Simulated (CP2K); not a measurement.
Two runs for the O K edge of 5-acetylpyrimidine. Run A: CP2K XAS_TDP, all-electron GAPW, PBEh(45%), aug-cc-pVDZ, TDA, no relativity. Run B differs in one setting.

First lines with a strength over 0.0015. A:

```tsv
atom	energy (eV)	states	strength, one atom
O3 (bonded to C)	526.16	1	0.0416
	531.53	1	0.0026
	534.22	1	0.0023
	534.70	1	0.0017
	534.93	1	0.0038
```

B:

```tsv
atom	energy (eV)	states	strength, one atom
O3 (bonded to C)	518.34	1	0.0323
	521.85	1	0.0046
	525.62	1	0.0022
	525.81	1	0.0017
```

Q: Which was it: scalar relativity switched on, the functional, GW2X switched on, the basis?

The functional (functional from PBEh(45%) to PBE0; the lines alone don't name the new value). A functional moves all lines by electronvolts and changes their spacings and strengths. Against PBEh(45%) in aug-cc-pVDZ, the leading line moves by -7.82 eV, to 518.34 eV; the strength of O3's goes from 0.0416 to 0.0323. The next line of O3 over the strength cut lies 3.51 eV higher, against 5.37.

[Banner, clock and machine lines of the logs are left out without a mark of their own.]

[Logs are printed without paths, hosts, clocks, repeated set-up lines and the standing remarks that a program may print on its own settings, such as how far it seeks lower states.]

[Hosts, paths, dates, database ids (printed as entryN), source tags and the programs' standing remarks are cut or masked in the printed files.]
